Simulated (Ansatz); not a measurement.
# What NaB (Fm-3m) distorts into, part 2 of 3

Which phase does NaB (Fm-3m) fall into along its unstable mode, and how much energy does it gain?

Ansatz 0.2.0; DFT PBEsol, scalar-relativistic, plane waves, PAW; PAW set soft_1.

So far, highest frequency on the path or at a solved wavevector (cm⁻¹): step 2 (the dispersion) 306. Also lowest frequency on the path (cm⁻¹): step 2 -210.

## 5. Energy along the mode, all amplitudes (two of the runs are shown above)

An imaginary frequency means negative curvature, so the energy should fall and then rise again as anharmonic terms take over.

This step gave:

```yaml
depth_at_the_lowest_point_sampled: 197.2 meV/atom
largest_atomic_shift_at_that_point: 0.6 Å
```

Table of energy from the parent by largest atomic shift:

```csv
largest atomic shift (Å),energy from the parent (meV/atom)
0.000,0
0.040,-0.852
0.080,-3.33
0.140,-9.77
0.220,-23.2
0.320,-48.6
0.450,-99.5
0.600,-197
```

Displacement at unit largest shift by atom:

```csv
atom,x (Å),y (Å),z (Å),size
Na1,-0.397,0.000,-0.397,0.561
Na2,0.397,0.000,0.397,0.561
Na3,-0.397,0.000,-0.397,0.561
Na4,0.397,0.000,0.397,0.561
B5,-0.707,0.000,0.707,1.000
B6,0.707,0.000,-0.707,1.000
B7,-0.707,0.000,0.707,1.000
B8,0.707,0.000,-0.707,1.000
```

The lowest of the steps tried is the last one, at 0.6 Å, 197 meV/atom below the parent; the bottom of the well need not coincide with a step.

## 6. Relaxing from the distorted cell

Starting from the lowest point found, all atoms and the cell are let go, so that strain and other modes of the same symmetry can join in.

File input.yaml:

```yaml
crystal:
  lattice:
    - [0.0, 0.0, -5.3023861574]
    - [5.3023861574, 0.0, 0.0]
    - [2.6511930787, -5.3023861574, -2.6511930787]
  atoms:
    - { symbol: Na, position: [0.5449451482, 0.4550548518, 0.0] }
    - { symbol: Na, position: [-0.0449451482, 0.0449451482, 0.0] }
    - { symbol: Na, position: [0.2949451482, 0.7050548518, 0.5] }
    - { symbol: Na, position: [0.7050548518, 0.2949451482, 0.5] }
    - { symbol: B, position: [0.4199861994, -0.0800138006, 0.0] }
    - { symbol: B, position: [0.0800138006, 0.5800138006, 0.0] }
    - { symbol: B, position: [0.1699861994, 0.1699861994, 0.5] }
    - { symbol: B, position: [0.8300138006, 0.8300138006, 0.5] }
kpoints:
  mp_grid: { grid: [8, 8, 8] }
hamiltonian:
  xc: pbesol
  pseudopotentials: { kind: paw, azcp: { folder: soft_1 }, xc_functional: pbe }
scf:
  occupations: { method: methfessel_paxton, width: 0.2 }
output:
  forces: true
  stress: true
  eigenvalues: true
relax:
  adjacent_minimum: "off"
  f_tol: 0.002
  max_steps: 120
  cell: { stress_tol: 0.03 }
```

The run is started by

```
$ ansatz run input.yaml --threads 4 --pin off --max-ram 10240MiB --backend cpu --events-out ev --progress --plain --runs-dir out
```

Numbers of over 12 decimals in the logs are rounded to 6 here.

Output:

```text
[...]
Crystal: 8 atoms, lattice volume = 149.078 Å³
Basis set: ecut = 420 eV, 2913 PW (Γ), exchange–correlation on 72×72×90 points (8 copies of the dense FFT grid, shifted against one another)
Bands: 32, of which v1, the nominal top of the filled ones, is band 24 counted from 1 (23 counted from 0)
Symmetry: 8 space group operations
[...]
k-points: 95 of 512
[...]
SCF iter   1: F=—  HF=-6500.417241 eV  |F-HF|=—  |Δ(HF+E_count)|=         —  Δρ=2.28e-2  dr2=5.79e-1  ethr=3.10e-3  ⟨swp⟩=5.9  Hψ=11432  notcnv=0
[...]
SCF iter   8: F=-6500.284894 eV  HF=-6500.284894 eV  |F-HF|=2.94e-9  |Δ(HF+E_count)|=   3.27e-8  S|Δr|=    0.00e0  Δρ=2.18e-6  dr2=8.74e-9  ethr=2.08e-10  ⟨swp⟩=9.1  Hψ=13047  notcnv=0
SCF 1 converged in 8 iterations: F = -6500.284894 eV  dr2 = 8.74e-9
[...]
relax step   1: F+E_penalty+E_count = -6500.28489409 eV  Δ(F+E_penalty+E_count) = +0.000e0 eV  max|allowed force component| = 9.736e-1 eV/Å  Δτ_max = 0.0000 Å  P = -3.120 GPa  Ω = 149.078 Å³  (8 SCF iters, dr2 threshold 1.00e-7 eV, accepted)
Crystal: 8 atoms, lattice volume = 143.108 Å³
Basis set: ecut = 420 eV, 2791 PW (Γ), exchange–correlation on 72×72×90 points (8 copies of the dense FFT grid, shifted against one another)
[...]
SCF iter   6: F=-6502.630747 eV  HF=-6502.630748 eV  |F-HF|=4.08e-7  |Δ(HF+E_count)|=   4.17e-7  S|Δr|=    0.00e0  Δρ=2.47e-5  dr2=7.83e-7  ethr=1.67e-9  ⟨swp⟩=7.5  Hψ=14222  notcnv=0
SCF 2 converged in 6 iterations: F = -6502.630747 eV  dr2 = 7.83e-7
relax step   2: F+E_penalty+E_count = -6502.63074739 eV  Δ(F+E_penalty+E_count) = -2.346e0 eV  max|allowed force component| = 1.918e0 eV/Å  Δτ_max = 0.1753 Å  P = -4.170 GPa  Ω = 143.108 Å³  energy of the carried Pulay correction = +8.966e-4 eV  (6 SCF iters, dr2 threshold 8.00e-7 eV, accepted)
Crystal: 8 atoms, lattice volume = 138.783 Å³
Basis set: ecut = 420 eV, 2735 PW (Γ), exchange–correlation on 72×72×90 points (8 copies of the dense FFT grid, shifted against one another)
[...]
SCF iter   7: F=-6505.033613 eV  HF=-6505.033613 eV  |F-HF|=4.83e-8  |Δ(HF+E_count)|=   7.81e-7  S|Δr|=    0.00e0  Δρ=1.66e-5  dr2=4.29e-7  ethr=1.67e-9  ⟨swp⟩=9.9  Hψ=14487  notcnv=0
SCF 3 converged in 7 iterations: F = -6505.033613 eV  dr2 = 4.29e-7
relax step   3: F+E_penalty+E_count = -6505.03361300 eV  Δ(F+E_penalty+E_count) = -2.403e0 eV  max|allowed force component| = 4.848e-1 eV/Å  Δτ_max = 0.1975 Å  P = -0.858 GPa  Ω = 138.783 Å³  energy of the carried Pulay correction = +1.569e-3 eV  (7 SCF iters, dr2 threshold 8.00e-7 eV, accepted)
[... from here on, the SCF cycles and remarks between the steps are left out ...]
relax step   4: F+E_penalty+E_count = -6505.17851574 eV  Δ(F+E_penalty+E_count) = -1.449e-1 eV  max|allowed force component| = 1.858e0 eV/Å  Δτ_max = 0.0346 Å  P = +3.233 GPa  Ω = 134.103 Å³  energy of the carried Pulay correction = +2.321e-3 eV  (7 SCF iters, dr2 threshold 8.00e-7 eV, accepted)
relax step   5: F+E_penalty+E_count = -6505.39994021 eV  Δ(F+E_penalty+E_count) = -2.214e-1 eV  max|allowed force component| = 6.536e-1 eV/Å  Δτ_max = 0.1310 Å  P = +0.845 GPa  Ω = 130.304 Å³  energy of the carried Pulay correction = +2.949e-3 eV  (7 SCF iters, dr2 threshold 8.00e-7 eV, accepted)
relax step   6: F+E_penalty+E_count = -6505.48950406 eV  Δ(F+E_penalty+E_count) = -8.956e-2 eV  max|allowed force component| = 2.321e-1 eV/Å  Δτ_max = 0.0476 Å  P = -0.504 GPa  Ω = 137.879 Å³  energy of the carried Pulay correction = +1.713e-3 eV  (6 SCF iters, dr2 threshold 8.00e-7 eV, accepted)
relax step   7: F+E_penalty+E_count = -6505.49583215 eV  Δ(F+E_penalty+E_count) = -6.328e-3 eV  max|allowed force component| = 4.454e-2 eV/Å  Δτ_max = 0.0084 Å  P = +0.077 GPa  Ω = 137.083 Å³  energy of the carried Pulay correction = +1.839e-3 eV  (5 SCF iters, dr2 threshold 8.00e-7 eV, accepted)
relax step   8: F+E_penalty+E_count = -6505.49610297 eV  Δ(F+E_penalty+E_count) = -2.708e-4 eV  max|allowed force component| = 2.541e-3 eV/Å  Δτ_max = 0.0013 Å  P = +0.007 GPa  Ω = 137.065 Å³  energy of the carried Pulay correction = +1.842e-3 eV  (4 SCF iters, dr2 threshold 1.49e-7 eV, accepted)
relax step   9: F+E_penalty+E_count = -6505.49611458 eV  Δ(F+E_penalty+E_count) = -1.160e-5 eV  max|allowed force component| = 4.356e-4 eV/Å  Δτ_max = 0.0015 Å  P = -0.002 GPa  Ω = 137.062 Å³  energy of the carried Pulay correction = +1.843e-3 eV  (6 SCF iters, dr2 threshold 4.03e-10 eV, accepted)
relax step  10: F+E_penalty+E_count = -6505.50206021 eV  Δ(F+E_penalty+E_count) = -5.946e-3 eV  max|allowed force component| = 1.543e-3 eV/Å  Δτ_max = 0.0000 Å  P = +0.052 GPa  Ω = 137.062 Å³  stress off target by 1.75e-1 GPa  SCF on the basis re-selected at this cell (its energy is not comparable with the rows above)  (7 SCF iters)
relax step  11: F+E_penalty+E_count = -6505.50225478 eV  Δ(F+E_penalty+E_count) = -1.946e-4 eV  max|allowed force component| = 1.659e-3 eV/Å  Δτ_max = 0.0024 Å  P = +0.016 GPa  Ω = 137.282 Å³  energy of the carried Pulay correction = -3.874e-5 eV  (4 SCF iters, dr2 threshold 7.69e-8 eV, accepted)
relax step  12: F+E_penalty+E_count = -6505.50226162 eV  Δ(F+E_penalty+E_count) = -6.844e-6 eV  max|allowed force component| = 1.714e-4 eV/Å  Δτ_max = 0.0002 Å  P = +0.001 GPa  Ω = 137.369 Å³  energy of the carried Pulay correction = -5.431e-5 eV  (4 SCF iters, dr2 threshold 8.12e-9 eV, accepted)
[...]
SCF iter   5: F=-6505.502315 eV  HF=-6505.502315 eV  |F-HF|=9.09e-13  |Δ(HF+E_count)|=  4.73e-11  S|Δr|=    0.00e0  Δρ=7.70e-8  dr2=4.29e-12  ethr=1.00e-12  ⟨swp⟩=5.0  Hψ=14017  notcnv=0
SCF 13 converged in 5 iterations: F = -6505.502315 eV  dr2 = 4.29e-12
relax step  13: F+E_penalty+E_count = -6505.50231504 eV  Δ(F+E_penalty+E_count) = -5.341e-5 eV  max|allowed force component| = 2.252e-4 eV/Å  Δτ_max = 0.0000 Å  P = +0.001 GPa  Ω = 137.369 Å³  stress off target by 4.40e-3 GPa  SCF on the basis re-selected at this cell (its energy is not comparable with the rows above)  (5 SCF iters)
[...]
SCF converged after 5 iterations
[...]
Free energy (F): -6505.502315 eV
[...]
Internal energy: -6505.503672 eV  (E = F + TS)
E sigma→0 (E₀):  -6505.502654 eV
Entropy (-TS):   0.001357 eV (0.170 meV/atom)
Fermi energy:    3.148921 eV
[...]
--- Forces (eV/Å), atoms counted from 1 ---
  atom   1  Na    -0.00000090     0.00000000    -0.00000090
  atom   2  Na     0.00000090    -0.00000000     0.00000090
  atom   3  Na    -0.00000090     0.00000000    -0.00000090
  atom   4  Na     0.00000090     0.00000000     0.00000090
  atom   5  B     -0.00022524    -0.00000000     0.00022524
  atom   6  B      0.00022524    -0.00000000    -0.00022524
  atom   7  B     -0.00022524     0.00000000     0.00022524
  atom   8  B      0.00022524     0.00000000    -0.00022524
  max |Σ_I F_I| component: 4.16e-17 eV/Å
--- Stress (GPa, compression-positive) ---
        0.001110       0.000000       0.003286
        0.000000       0.001070       0.000000
        0.003286       0.000000       0.001110
  P = ⅓ Tr σ = 0.0011 GPa (0.011 kbar)
--- Band table (eV; the first three rows and the last of 95) ---
  k-point 0: bands = [... 20 lower, 1.1993, 1.3807, 1.9303, 2.9121, 3.1633, 3.4521, 5.1457, 6.4560, ... 4 higher]
  k-point 1: bands = [... 20 lower, 1.1947, 1.3330, 2.0438, 2.9438, 3.2041, 3.5484, 5.2107, 6.3333, ... 4 higher]
  k-point 2: bands = [... 20 lower, 1.1706, 1.2319, 2.3145, 3.0773, 3.2567, 3.7493, 5.3555, 5.9420, ... 4 higher]
  k-point 94: bands = [... 20 lower, 0.5496, 0.5496, 2.4985, 2.4985, 3.8411, 3.8411, 6.5549, 6.5549, ... 4 higher]
--- Relaxed structure (11 steps of the walk, 11 accepted, 2 SCFs on fresh bases) ---
  F+E_penalty+E_count = -6505.50231504 eV   max|allowed force component| = 2.252e-4 eV/Å   (the final SCF, on the basis selected at the relaxed cell)
  cell:  # Å, volume = 137.3687 Å³
    - [-0.804908, 0.0, -5.222134]
    - [5.222134, 0.0, 0.804908]
    - [2.208613, -5.159812, -2.208613]
  atoms:
    - { symbol: Na, position: [0.560480, 0.439520, 0] }
    - { symbol: Na, position: [-0.060480, 0.060480, 0] }
    - { symbol: Na, position: [0.310480, 0.689520, 0.5] }
    - { symbol: Na, position: [0.689520, 0.310480, 0.5] }
    - { symbol: B, position: [0.376859, -0.123141, 0] }
    - { symbol: B, position: [0.123141, 0.623141, 0] }
    - { symbol: B, position: [0.126859, 0.126859, 0.5] }
    - { symbol: B, position: [0.873141, 0.873141, 0.5] }
```

Run time: 64 s. Hardware: 4 threads of Arm Neoverse V2, shared host; peak memory 0.66 GiB.

Step by step:

```csv
step,energy less that of the first step (eV),largest force component (eV/Å),pressure (GPa),volume (Å³)
1,0.0000,0.9736,-3.12,149.08
2,-2.3459,1.9176,-4.17,143.11
3,-4.7487,0.4848,-0.86,138.78
4,-4.8936,1.8575,3.23,134.10
5,-5.1150,0.6536,0.84,130.30
6,-5.2046,0.2321,-0.50,137.88
7,-5.2109,0.0445,0.08,137.08
8,-5.2112,0.0025,0.01,137.07
9,-5.2112,0.0004,0.00,137.06
10*,-5.2172,0.0015,0.05,137.06
11,-5.2174,0.0017,0.02,137.28
12,-5.2174,0.0002,0.00,137.37
13*,-5.2174,0.0002,0.00,137.37
```

Relaxation steps marked * repeat the geometry before them on a plane-wave basis chosen anew for their cell, so energy and pressure can jump there.

The run keeps the 8 symmetry operations that it works with, so distortions that break them were not tested.

```csv
cell as run,before,after,change
a (Å),5.302,5.284,-0.4 %
b (Å),5.302,5.284,-0.4 %
c (Å),6.494,6.032,-7.1 %
α (°),65.91,72.17,+9.5 %
β (°),65.91,72.17,+9.5 %
γ (°),90.00,107.52,+19.5 %
volume (Å³/atom),18.63,17.17,-7.9 %
```

The atoms that moved most (Å, as changes of fractional coordinates times the final cell):

```csv
atom,dx,dy,dz,length
B8,0.191,0.000,-0.191,0.269
B7,-0.191,0.000,0.191,0.269
B5,-0.191,0.000,0.191,0.269
B6,0.191,0.000,-0.191,0.269
Na3,-0.094,0.000,-0.094,0.132
Na4,0.094,0.000,0.094,0.132
Na2,0.094,0.000,0.094,0.132
Na1,-0.094,0.000,-0.094,0.132
```

The relaxed structure:

```cif
data_structure
_symmetry_space_group_name_H-M 'P 1'
_symmetry_Int_Tables_number 1
_cell_length_a 5.2838
_cell_length_b 5.2838
_cell_length_c 6.0316
_cell_angle_alpha 72.174
_cell_angle_beta 72.174
_cell_angle_gamma 107.525
_cell_volume 137.37
loop_
_atom_site_label
_atom_site_type_symbol
_atom_site_fract_x
_atom_site_fract_y
_atom_site_fract_z
_atom_site_occupancy
Na1 Na 0.56048 0.43952 0.00000 1
Na2 Na 0.93952 0.06048 0.00000 1
Na3 Na 0.31048 0.68952 0.50000 1
Na4 Na 0.68952 0.31048 0.50000 1
B5 B 0.37686 0.87686 0.00000 1
B6 B 0.12314 0.62314 0.00000 1
B7 B 0.12686 0.12686 0.50000 1
B8 B 0.87314 0.87314 0.50000 1
```

Numbers from this step:

```yaml
pressure: 0.001097 GPa
volume_per_atom: 17.17 Å³
```

The distorted start has space group Fddd; the relaxation ends in Fddd.

## 7. The new phase in its own primitive cell

The relaxed structure is symmetrised, reduced to its primitive cell and relaxed tightly, as its phonons need.

input.yaml, the sections that differ from step 6:

```yaml
crystal:
  lattice:
    - [0.0, 4.2617624296, 5.1598118558]
    - [3.1234499445, 0.0, 5.1598118558]
    - [3.1234499445, 4.2617624296, 0.0]
  atoms:
    - { symbol: Na, position: [0.6895195977, 0.3104804023, 0.6895195977] }
    - { symbol: Na, position: [0.3104804023, 0.6895195977, 0.3104804023] }
    - { symbol: Na, position: [0.9395195977, 0.5604804023, 0.9395195977] }
    - { symbol: Na, position: [0.5604804023, 0.9395195977, 0.5604804023] }
    - { symbol: B, position: [0.8731414777, 0.1268585223, 0.1268585223] }
    - { symbol: B, position: [0.1268585223, 0.8731414777, 0.8731414777] }
    - { symbol: B, position: [0.1231414777, 0.3768585223, 0.3768585223] }
    - { symbol: B, position: [0.3768585223, 0.1231414777, 0.1231414777] }
relax:
  adjacent_minimum: "off"
  f_tol: 0.001
  max_steps: 60
  cell: { stress_tol: 0.01 }
# kpoints, hamiltonian, scf, output: as in step 6
```

Output:

```text
[...]
Crystal: 8 atoms, lattice volume = 137.369 Å³
Basis set: ecut = 420 eV, 2677 PW (Γ), exchange–correlation on 90×90×72 points (8 copies of the dense FFT grid, shifted against one another)
Bands: 32, of which v1, the nominal top of the filled ones, is band 24 counted from 1 (23 counted from 0)
Symmetry: 8 space group operations
[...]
k-points: 95 of 512
[...]
- { symbol: Na, position: [0.689520, 0.310480, 0.689520] }
    - { symbol: Na, position: [0.310480, 0.6895195977, 0.310480] }
    - { symbol: Na, position: [0.939520, 0.5604804023, 0.939520] }
    - { symbol: Na, position: [0.560480, 0.939520, 0.560480] }
    - { symbol: B, position: [0.873141, 0.126859, 0.126859] }
    - { symbol: B, position: [0.126859, 0.873141, 0.873141] }
    - { symbol: B, position: [0.1231414777, 0.376859, 0.376859] }
    - { symbol: B, position: [0.376859, 0.1231414777, 0.123141] }
[key lines of the parts left out:]
SCF converged after 6 iterations
Free energy (F): -6505.502315 eV
Fermi energy:    3.148921 eV
P = ⅓ Tr σ = 0.0011 GPa (0.011 kbar)
```

It took 10 s on 4 threads; peak memory 0.66 GiB; 39 s of CPU time.

Little changed from the start: no atom moved by 0.005 Å and no cell edge by 0.1 %.

Numbers from this step:

```
pressure : 0.001095 GPa
```

The largest force component left is 0.32 meV/Å and the pressure is 0.001 GPa, within the tolerances set. The cell now holds 17.17 Å³/atom.

(Part 2 of 3 ends here.)

[Logs are printed without paths, hosts, clocks, repeated set-up lines and the standing remarks that a program may print on its own settings, such as how far it seeks lower states.]

[Hosts, paths, dates, database ids (printed as entryN), source tags and the programs' standing remarks are cut or masked in the printed files.]
